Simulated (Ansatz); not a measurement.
**How Pt(111) screens a field**

Wanted: the response of a Pt(111) slab to a perpendicular field.

Main program and level: Ansatz 0.2.0; plane-wave DFT, PBE, Ansatz PAW.

**1. The starting structure**

The cell holds 5 atoms: 5 Pt. Cell: a = 2.772 Å, b = 2.772 Å, c = 27.053 Å, α = 90.0°, β = 90.0°, γ = 60.0°. Vacuum lies along c.

**2. Atoms held, field 0**

A sawtooth potential applies the field, turning back in the middle of the vacuum. With the dipole correction the typed value is the field outside the slab. The induced dipole is small, so the SCF threshold is tight.

File input.yaml:

```yaml
crystal:
  lattice:
    - [2.7718585823, 0.0, 0.0]
    - [1.3859292911, 2.4004999479, 0.0]
    - [0.0, 0.0, 27.0528522209]
  atoms:
    - { symbol: Pt, position: [0.6666666667, 0.6666666667, 0.3326821115] }
    - { symbol: Pt, position: [0.0, 0.0, 0.4163410558] }
    - { symbol: Pt, position: [0.3333333333, 0.3333333333, 0.5] }
    - { symbol: Pt, position: [0.6666666667, 0.6666666667, 0.5836589442] }
    - { symbol: Pt, position: [0.0, 0.0, 0.6673178885] }
kpoints:
  mp_grid: { grid: [24, 24, 1] }
hamiltonian:
  xc: pbe
scf:
  occupations: { method: fermi_dirac, width: 0.1 }
  convergence: { dr2_threshold: 1.0e-10 }
efield:
  axis: 3
  dipole_correction: true
  ramp_position: 0.97
  ramp_width: 0.06
  amplitude: 0
output:
  forces: true
  write_potential: true
  write_density: true
  volumetric_format: npy
```

Command:

```
> ansatz run input.yaml --threads 4 --pin off --max-ram 6144MiB --backend cpu --events-out ev --progress --plain --runs-dir out
```

The log of the run:

```text
Engine: ansatz 0.2.0, aarch64-unknown-linux-gnu
Pseudopotentials: kind: paw
Pseudopotential: Pt, paw, valence charge 18, recommended cutoff 420 eV (normal), Pt.paw.azcp
Functional definition: PBE
  parameter kappa = 0.804
  parameter beta = 0.066725
  exchange = pbe_x(kappa = kappa, mu = beta*pi^2/3)
  correlation = pbe_c(beta = beta)
Crystal: 5 atoms, lattice volume = 180.006 Å³
Basis set: ecut = 420 eV, 3523 PW (Γ), exchange–correlation on 40×40×384 points (8 copies of the dense FFT grid, shifted against one another)
Bands: 54, of which v1, the nominal top of the filled ones, is band 45 counted from 1 (44 counted from 0)
Symmetry: 6 space group operations
k-points: 61 of 576 (time reversal used)
Non-local potential: Pt, projectors of the file, l = 0: 3, l = 1: 2, l = 2: 2, l = 3: 1
PAW form: soft (Blöchl's): semilocal exchange-correlation on the pseudo side does not see the compensation charge
PAW one-centre angular grid: Pt, 590 points (default); XC on 64 Gauss nodes
Initial density: superposition of atomic densities (neutral atoms: chi_scale 0, normalization atom), corrected by the library's trained network
Initial wavefunctions: pseudopotential atomic-orbital guess
Functional: x = pbe(κ = 0.804, μ = 0.219515), c = pbe(β = 0.066725)
SCF iter   1: F=—  HF=-62613.993028 eV  |F-HF|=—  |Δ(HF+E_count)|=         —  Δρ=9.12e-3  dr2=1.54e0  ethr=1.77e-3  p=0.000 e·Å  D=8.92e-14 V/Å  ΔV_dip=-0.00 eV  dr2_dipole=1.91e-8  V_vac-E_F(+/−)=5.18/5.18 eV  ⟨swp⟩=9.0  Hψ=14970  notcnv=0  defer=16
efield: sawtooth ramp at fractional position 0.9700 (set: `efield.ramp_position`, or a place that a band, a saddle search or an elastic batch's reference lends), width 0.0600; the density the first Hamiltonian is built on has a dipole p = 0.000 e·Å; the dipole correction subtracts the counter field D = 8.92e-14 V/Å, which shifts the + side's vacuum level by -0.00 eV against the − side's; the planar-averaged density in the ramp window peaks in size at 7.8e-6 e/Å³
preconditioner: auto → LDOS  [metal: Δε(μ)=0.004 eV  Ē_g=7.559 eV  σ=0.100 eV  W_gap=0.01  n_scr=20 (ndim 8)  ℏωp=19.6 eV  f_vac=0.537  D(μ)=9.57/eV (n_scr^D=116)  β→1.0]
SCF iter   2: F=—  HF=-62613.973902 eV  |F-HF|=—  |Δ(HF+E_count)|=   1.91e-2  Δρ=4.29e-3  dr2=1.97e-1  ethr=1.71e-3  p=0.000 e·Å  D=1.74e-5 V/Å  ΔV_dip=-0.00 eV  dr2_dipole=4.59e-8  V_vac-E_F(+/−)=5.62/5.62 eV  ⟨swp⟩=1.9  Hψ=3992  notcnv=0  defer=33
SCF iter   3: F=—  HF=-62613.972955 eV  |F-HF|=—  |Δ(HF+E_count)|=   9.47e-4  Δρ=2.29e-3  dr2=6.52e-2  ethr=2.19e-4  p=0.000 e·Å  D=5.82e-6 V/Å  ΔV_dip=-0.00 eV  dr2_dipole=1.12e-6  V_vac-E_F(+/−)=5.59/5.59 eV  ⟨swp⟩=2.4  Hψ=4296  notcnv=0  defer=47
SCF iter   4: F=—  HF=-62613.968238 eV  |F-HF|=—  |Δ(HF+E_count)|=   4.72e-3  Δρ=4.83e-4  dr2=1.65e-3  ethr=7.25e-5  p=0.000 e·Å  D=4.26e-6 V/Å  ΔV_dip=-0.00 eV  dr2_dipole=1.43e-8  V_vac-E_F(+/−)=5.69/5.69 eV  ⟨swp⟩=2.2  Hψ=4597  notcnv=0  defer=47
SCF iter   5: F=—  HF=-62613.968115 eV  |F-HF|=—  |Δ(HF+E_count)|=   1.22e-4  Δρ=1.74e-4  dr2=4.96e-5  ethr=1.83e-6  p=0.000 e·Å  D=1.09e-6 V/Å  ΔV_dip=-0.00 eV  dr2_dipole=5.29e-10  V_vac-E_F(+/−)=5.67/5.67 eV  ⟨swp⟩=2.8  Hψ=5518  notcnv=0  defer=47
SCF iter   6: F=—  HF=-62613.968149 eV  |F-HF|=—  |Δ(HF+E_count)|=   3.39e-5  Δρ=5.68e-5  dr2=1.39e-5  ethr=5.51e-8  p=0.000 e·Å  D=2.07e-6 V/Å  ΔV_dip=-0.00 eV  dr2_dipole=1.97e-10  V_vac-E_F(+/−)=5.66/5.66 eV  ⟨swp⟩=2.3  Hψ=5372  notcnv=0  defer=47
SCF iter   7: F=—  HF=-62613.968153 eV  |F-HF|=—  |Δ(HF+E_count)|=   3.81e-6  Δρ=3.26e-5  dr2=5.00e-6  ethr=1.54e-8  p=-0.000 e·Å  D=-1.88e-6 V/Å  ΔV_dip=0.00 eV  dr2_dipole=1.79e-10  V_vac-E_F(+/−)=5.66/5.66 eV  ⟨swp⟩=1.6  Hψ=3760  notcnv=0  defer=47
SCF iter   8: F=—  HF=-62613.968498 eV  |F-HF|=—  |Δ(HF+E_count)|=   3.45e-4  Δρ=1.47e-5  dr2=1.25e-6  ethr=5.55e-9  p=0.000 e·Å  D=1.88e-6 V/Å  ΔV_dip=-0.00 eV  dr2_dipole=1.46e-10  V_vac-E_F(+/−)=5.66/5.66 eV  ⟨swp⟩=1.4  Hψ=3654  notcnv=0  defer=43
SCF iter   9: F=—  HF=-62613.968499 eV  |F-HF|=—  |Δ(HF+E_count)|=   3.47e-7  Δρ=4.83e-6  dr2=1.27e-7  ethr=1.38e-9  p=-0.000 e·Å  D=-2.60e-6 V/Å  ΔV_dip=0.00 eV  dr2_dipole=2.62e-10  V_vac-E_F(+/−)=5.66/5.66 eV  ⟨swp⟩=1.5  Hψ=3793  notcnv=0  defer=43
SCF iter  10: F=—  HF=-62613.968499 eV  |F-HF|=—  |Δ(HF+E_count)|=   6.20e-8  Δρ=1.41e-6  dr2=4.66e-9  ethr=1.41e-10  p=0.000 e·Å  D=5.01e-7 V/Å  ΔV_dip=-0.00 eV  dr2_dipole=1.97e-12  V_vac-E_F(+/−)=5.66/5.66 eV  ⟨swp⟩=2.0  Hψ=4796  notcnv=0  defer=43
SCF iter  11: F=—  HF=-62613.968499 eV  |F-HF|=—  |Δ(HF+E_count)|=   9.70e-9  Δρ=4.52e-7  dr2=8.65e-10  ethr=5.18e-12  p=-0.000 e·Å  D=-2.21e-7 V/Å  ΔV_dip=0.00 eV  dr2_dipole=2.70e-12  V_vac-E_F(+/−)=5.66/5.66 eV  ⟨swp⟩=3.0  Hψ=6356  notcnv=0  defer=43
SCF iter  12: F=-62613.968499 eV  HF=-62613.968499 eV  |F-HF|=1.24e-10  |Δ(HF+E_count)|=   1.67e-9  Δρ=1.41e-7  dr2=7.04e-11  ethr=1.00e-12  p=0.000 e·Å  D=3.66e-8 V/Å  ΔV_dip=-0.00 eV  dr2_dipole=1.06e-13  V_vac-E_F(+/−)=5.66/5.66 eV  ⟨swp⟩=14.0  Hψ=22204  notcnv=0
SCF 1 converged in 12 iterations: F = -62613.968499 eV  dr2 = 7.04e-11
  greatest PAW one-centre occupation: 1.000 electrons in one spin orbital (limit 2), on the Pt atom at site 2 (counted from 0), in its partial waves of l = 0
WARN: The output density's exchange-correlation potential varies sharply where the density is thin. Do not read a vacuum level from v_tot or v_xc, or from such a field of the output density. On a cell that repeats whose density bears no net charge and no dipole along the vacuum's axis use v_es (v_loc + v_h of the components); under efield.dipole_correction with no amplitude use v_es + v_field, which holds any externa [...]
SCF converged after 12 iterations
Free energy (F): -62613.968499 eV
Harris-Foulkes:  -62613.968499 eV  (|F-HF|=1.24e-10)
Internal energy: -62613.666467 eV  (E = F + TS)
E sigma→0 (E₀):  -62613.817483 eV
Entropy (-TS):   -0.302032 eV (-60.406 meV/atom)
Fermi energy:    6.484372 eV
Dipole field:    D = -0.000000 V/Å  (p = -0.000000 e·Å, saw-weighted, corrected)
Work function:   Φ+ = 5.6596 eV   Φ− = 5.6596 eV
Levels:          The Fermi level and band energies are counted from a zero that moves with the ramp; work functions are not
--- Per-component energies (eV) ---
  E_band       = -2143.219700
  E_kinetic    = 3187.228849
  E_local      = -178686.826415  (includes V_loc(G=0)·N_el)
  E_nonlocal   = 1000.094777
  E_hartree    = 87655.772784
  E_xc         = -1307.557353
  E_vxc        = -1512.255496  (∫ρ·V_xc dr)
  E_paw        = -47270.314964  (= ΣΔE_a)
  E_vpaw       = -1443.008860  (= ΣTr[D̂ρ^β])
  E_aug_tail   = 0.000995  (compensation charges beyond the density's cutoff)
  E_efield     = 0.000000  (sawtooth field / dipole correction)
  E_vefield    = 0.000000  (∫n·V_field dr)
  E_ewald      = 72807.934859
  E_smearing   = -0.302032  (= −TS)
  E_closure    = 0.000000  (closes the sum)
  Σ components = -62613.968499   (vs F -62613.968499, Δ=0.00e0)
--- Forces (eV/Å), atoms counted from 1 ---
  atom   1  Pt     0.00000000     0.00000000    -0.54242050
  atom   2  Pt    -0.00000000     0.00000000     0.22451172
  atom   3  Pt    -0.00000000     0.00000000     0.00000033
  atom   4  Pt     0.00000000    -0.00000000    -0.22451097
  atom   5  Pt    -0.00000000     0.00000000     0.54241922
  max |Σ_I F_I| component: 1.99e-7 eV/Å
--- Band table (eV; the first three rows and the last of 61) ---
  k-point 0: bands = [... 41 lower, 4.9926, 4.9926, 5.4716, 5.4716, 6.1355, 6.1355, 6.2640, 6.4751, ... 5 higher]
  k-point 1: bands = [... 41 lower, 5.0170, 5.0244, 5.4722, 5.5236, 5.7556, 6.1118, 6.1368, 6.4790, ... 5 higher]
  k-point 2: bands = [... 41 lower, 5.0274, 5.0363, 5.2745, 5.4751, 5.5108, 6.0685, 6.1398, 6.4901, ... 5 higher]
  k-point 60: bands = [... 41 lower, 5.9181, 6.1505, 6.2596, 6.2596, 11.2044, 11.2044, 11.3185, 12.0107, ... 5 higher]
```

Run time: 38 s. Hardware: 4 threads of Arm Neoverse N1, shared host; peak memory 0.74 GiB.

Reading the cycles: dr2 is the Hartree energy of the density residual (eV), the measure of convergence; HF is the Harris–Foulkes estimate of the energy, which meets the free energy F at convergence.

Read from the output:

| Quantity | Value |
| --- | --- |
| energy at zero smearing | -62613.8175 eV |
| work function, upper face | 5.660 eV |
| dipole along the normal | -4.23e-7 e·Å |

Running mean over 2.263 Å of the planar mean; the ramp of the sawtooth is left out. Table of electron's electrostatic potential energy less the Fermi level by z:

z (Å), electron's electrostatic potential energy less the Fermi level (eV) and a bar from the least value:
```
      3.5        5.7 ##############################
      4.0        5.7 ##############################
      4.5        5.7 ##############################
      5.0        5.7 ##############################
      5.5        5.6 ##############################
      6.0        5.6 ##############################
      6.5        5.4 ##############################
      7.0        4.6 ############################
      7.5        1.2 #######################
      8.0       -5.0 ############
      8.5      -10.0 ####
      9.0      -11.6 #
      9.5      -12.0 #
     10.0      -12.1 
     10.5      -12.1 
     11.0      -12.2 
     11.5      -12.3 
     12.0      -12.3 
     12.5      -12.3 
     13.0      -12.3 
     13.5      -12.3 
     14.0      -12.3 
     14.5      -12.3 
     15.0      -12.3 
     15.5      -12.3 
     16.0      -12.2 
     16.5      -12.1 
     17.0      -12.1 
     17.5      -12.0 #
     18.0      -11.7 #
     18.5      -10.3 ###
     19.0       -5.6 ###########
     19.5        0.6 ######################
     20.0        4.4 ############################
     20.5        5.4 ##############################
     21.0        5.6 ##############################
     21.5        5.6 ##############################
     22.0        5.7 ##############################
     22.5        5.7 ##############################
     23.0        5.7 ##############################
     23.5        5.7 ##############################
```

Force by atom:

```tsv
atom	x (eV/Å)	y (eV/Å)	z (eV/Å)	size
Pt1	0.000	0.000	-0.542	0.542
Pt2	0.000	0.000	0.225	0.225
Pt3	0.000	0.000	0.000	0.000
Pt4	0.000	0.000	-0.225	0.225
Pt5	0.000	0.000	0.542	0.542
```

The work function of the upper face is 5.66 eV.

**3. Single point, field 0.05 V/Å**

Changes to input.yaml since step 2:

```diff
@@ -23,3 +23,3 @@
   ramp_width: 0.06
-  amplitude: 0
+  amplitude: 0.05
 output:
```

The log of the run:

```text
[...]
Crystal: 5 atoms, lattice volume = 180.006 Å³
Basis set: ecut = 420 eV, 3523 PW (Γ), exchange–correlation on 40×40×384 points (8 copies of the dense FFT grid, shifted against one another)
Bands: 54, of which v1, the nominal top of the filled ones, is band 45 counted from 1 (44 counted from 0)
Symmetry: 6 space group operations
k-points: 61 of 576 (time reversal used)
[...]
k-point 0: bands = [... 41 lower, 4.9925, 4.9925, 5.4715, 5.4715, 6.1354, 6.1354, 6.2638, 6.4750, ... 5 higher]
  k-point 1: bands = [... 41 lower, 5.0169, 5.0243, 5.4721, 5.5235, 5.7554, 6.1117, 6.1367, 6.4789, ... 5 higher]
  k-point 2: bands = [... 41 lower, 5.0273, 5.0362, 5.2744, 5.4750, 5.5107, 6.0684, 6.1397, 6.4900, ... 5 higher]
  k-point 60: bands = [... 41 lower, 5.9187, 6.1504, 6.2593, 6.2597, 11.2042, 11.2044, 11.3184, 12.0097, ... 5 higher]
[key lines of the parts left out:]
SCF converged after 15 iterations
Free energy (F): -62613.969058 eV
Fermi energy:    6.484271 eV
Dipole field:    D = 0.022472 V/Å  (p = 0.022355 e·Å, saw-weighted, corrected)
```

Wall time 42 s (4 threads); peak memory 0.73 GiB; 2.7 min of CPU time.

The dipole is 0.0224 e·Å.

**4. Atoms held, field -0.05 V/Å**

Changes to input.yaml since step 3:

```diff
@@ -23,3 +23,3 @@
   ramp_width: 0.06
-  amplitude: 0.05
+  amplitude: -0.05
 output:
```

The log of the run:

```text
[...]
Crystal: 5 atoms, lattice volume = 180.006 Å³
Basis set: ecut = 420 eV, 3523 PW (Γ), exchange–correlation on 40×40×384 points (8 copies of the dense FFT grid, shifted against one another)
Bands: 54, of which v1, the nominal top of the filled ones, is band 45 counted from 1 (44 counted from 0)
Symmetry: 6 space group operations
k-points: 61 of 576 (time reversal used)
[...]
k-point 0: bands = [... 41 lower, 4.9925, 4.9925, 5.4715, 5.4715, 6.1354, 6.1354, 6.2638, 6.4750, ... 5 higher]
  k-point 1: bands = [... 41 lower, 5.0169, 5.0243, 5.4721, 5.5235, 5.7554, 6.1117, 6.1367, 6.4789, ... 5 higher]
  k-point 2: bands = [... 41 lower, 5.0273, 5.0362, 5.2744, 5.4750, 5.5107, 6.0684, 6.1397, 6.4900, ... 5 higher]
  k-point 60: bands = [... 41 lower, 5.9187, 6.1504, 6.2593, 6.2597, 11.2042, 11.2044, 11.3184, 12.0097, ... 5 higher]
[key lines of the parts left out:]
SCF converged after 15 iterations
Free energy (F): -62613.969058 eV
Fermi energy:    6.484271 eV
Dipole field:    D = -0.022472 V/Å  (p = -0.022354 e·Å, saw-weighted, corrected)
```

It took 42 s on 4 threads; peak memory 0.73 GiB.

The dipole is -0.0224 e·Å.

**5. Atoms held, field 0.1 V/Å**

Changes to input.yaml since step 4:

```diff
@@ -23,3 +23,3 @@
   ramp_width: 0.06
-  amplitude: -0.05
+  amplitude: 0.1
 output:
```

The log of the run:

```text
[...]
Crystal: 5 atoms, lattice volume = 180.006 Å³
Basis set: ecut = 420 eV, 3523 PW (Γ), exchange–correlation on 40×40×384 points (8 copies of the dense FFT grid, shifted against one another)
Bands: 54, of which v1, the nominal top of the filled ones, is band 45 counted from 1 (44 counted from 0)
Symmetry: 6 space group operations
k-points: 61 of 576 (time reversal used)
[...]
k-point 0: bands = [... 41 lower, 4.9922, 4.9922, 5.4712, 5.4712, 6.1351, 6.1351, 6.2631, 6.4747, ... 5 higher]
  k-point 1: bands = [... 41 lower, 5.0166, 5.0241, 5.4718, 5.5232, 5.7550, 6.1114, 6.1364, 6.4786, ... 5 higher]
  k-point 2: bands = [... 41 lower, 5.0270, 5.0360, 5.2740, 5.4747, 5.5105, 6.0681, 6.1394, 6.4897, ... 5 higher]
  k-point 60: bands = [... 41 lower, 5.9191, 6.1501, 6.2588, 6.2596, 11.2038, 11.2041, 11.3181, 12.0084, ... 5 higher]
[key lines of the parts left out:]
SCF converged after 15 iterations
Free energy (F): -62613.970734 eV
Fermi energy:    6.483983 eV
Dipole field:    D = 0.044945 V/Å  (p = 0.044710 e·Å, saw-weighted, corrected)
```

Run time: 41 s. Hardware: 4 threads; peak memory 0.73 GiB; 2.7 min of CPU time.

The dipole is 0.0447 e·Å.

**6. Single point, field -0.1 V/Å**

Changes to input.yaml since step 5:

```diff
@@ -23,3 +23,3 @@
   ramp_width: 0.06
-  amplitude: 0.1
+  amplitude: -0.1
 output:
```

The log of the run:

```text
[...]
Crystal: 5 atoms, lattice volume = 180.006 Å³
Basis set: ecut = 420 eV, 3523 PW (Γ), exchange–correlation on 40×40×384 points (8 copies of the dense FFT grid, shifted against one another)
Bands: 54, of which v1, the nominal top of the filled ones, is band 45 counted from 1 (44 counted from 0)
Symmetry: 6 space group operations
k-points: 61 of 576 (time reversal used)
[...]
k-point 0: bands = [... 41 lower, 4.9922, 4.9922, 5.4712, 5.4712, 6.1351, 6.1351, 6.2631, 6.4747, ... 5 higher]
  k-point 1: bands = [... 41 lower, 5.0166, 5.0241, 5.4718, 5.5232, 5.7550, 6.1114, 6.1364, 6.4786, ... 5 higher]
  k-point 2: bands = [... 41 lower, 5.0270, 5.0360, 5.2740, 5.4747, 5.5105, 6.0681, 6.1394, 6.4897, ... 5 higher]
  k-point 60: bands = [... 41 lower, 5.9191, 6.1501, 6.2588, 6.2596, 11.2038, 11.2041, 11.3181, 12.0084, ... 5 higher]
[key lines of the parts left out:]
SCF converged after 15 iterations
Free energy (F): -62613.970734 eV
Fermi energy:    6.483983 eV
Dipole field:    D = -0.044945 V/Å  (p = -0.044710 e·Å, saw-weighted, corrected)
```

Elapsed: 42 s, on 4 threads; peak memory 0.73 GiB.

The dipole is -0.0447 e·Å.

**7. Single point, field 0.2 V/Å**

Changes to input.yaml since step 6:

```diff
@@ -23,3 +23,3 @@
   ramp_width: 0.06
-  amplitude: -0.1
+  amplitude: 0.2
 output:
```

The log of the run:

```text
[...]
Crystal: 5 atoms, lattice volume = 180.006 Å³
Basis set: ecut = 420 eV, 3523 PW (Γ), exchange–correlation on 40×40×384 points (8 copies of the dense FFT grid, shifted against one another)
Bands: 54, of which v1, the nominal top of the filled ones, is band 45 counted from 1 (44 counted from 0)
Symmetry: 6 space group operations
k-points: 61 of 576 (time reversal used)
[...]
k-point 0: bands = [... 41 lower, 4.9910, 4.9910, 5.4701, 5.4701, 6.1340, 6.1340, 6.2601, 6.4736, ... 5 higher]
  k-point 1: bands = [... 41 lower, 5.0154, 5.0229, 5.4706, 5.5220, 5.7532, 6.1103, 6.1353, 6.4775, ... 5 higher]
  k-point 2: bands = [... 41 lower, 5.0258, 5.0348, 5.2723, 5.4735, 5.5096, 6.0670, 6.1383, 6.4885, ... 5 higher]
  k-point 60: bands = [... 41 lower, 5.9194, 6.1489, 6.2573, 6.2589, 11.2025, 11.2031, 11.3169, 12.0054, ... 5 higher]
[key lines of the parts left out:]
SCF converged after 15 iterations
Free energy (F): -62613.977441 eV
Fermi energy:    6.482830 eV
Dipole field:    D = 0.089895 V/Å  (p = 0.089426 e·Å, saw-weighted, corrected)
```

Wall time 42 s (4 threads); peak memory 0.73 GiB.

The dipole is 0.0894 e·Å.

**8. Single point, field -0.2 V/Å**

Changes to input.yaml since step 7:

```diff
@@ -23,3 +23,3 @@
   ramp_width: 0.06
-  amplitude: 0.2
+  amplitude: -0.2
 output:
```

The log of the run:

```text
[...]
Crystal: 5 atoms, lattice volume = 180.006 Å³
Basis set: ecut = 420 eV, 3523 PW (Γ), exchange–correlation on 40×40×384 points (8 copies of the dense FFT grid, shifted against one another)
Bands: 54, of which v1, the nominal top of the filled ones, is band 45 counted from 1 (44 counted from 0)
Symmetry: 6 space group operations
k-points: 61 of 576 (time reversal used)
[...]
k-point 0: bands = [... 41 lower, 4.9910, 4.9910, 5.4701, 5.4701, 6.1340, 6.1340, 6.2601, 6.4736, ... 5 higher]
  k-point 1: bands = [... 41 lower, 5.0154, 5.0229, 5.4706, 5.5220, 5.7532, 6.1103, 6.1353, 6.4775, ... 5 higher]
  k-point 2: bands = [... 41 lower, 5.0258, 5.0348, 5.2723, 5.4735, 5.5096, 6.0670, 6.1383, 6.4885, ... 5 higher]
  k-point 60: bands = [... 41 lower, 5.9194, 6.1489, 6.2573, 6.2589, 11.2025, 11.2031, 11.3169, 12.0054, ... 5 higher]
[key lines of the parts left out:]
SCF converged after 15 iterations
Free energy (F): -62613.977441 eV
Fermi energy:    6.482831 eV
Dipole field:    D = -0.089895 V/Å  (p = -0.089425 e·Å, saw-weighted, corrected)
```

The job ended after 43 s (4 threads; peak memory 0.73 GiB; 2.8 min of CPU time).

The dipole is -0.0894 e·Å.

(Continued in part 2 of 2.)

[Long decimals in the printed logs are rounded to 6 places.]

[Logs are printed without paths, hosts, clocks, repeated set-up lines and the standing remarks that a program may print on its own settings, such as how far it seeks lower states.]

[Hosts, paths, dates, database ids (printed as entryN), source tags and the programs' standing remarks are cut or masked in the printed files.]

[Maps of the electrostatic potential energy from Ansatz leave out the sawtooth potential of an applied field or a dipole correction, so their vacuum need not be flat; planar profiles and work functions include it.]
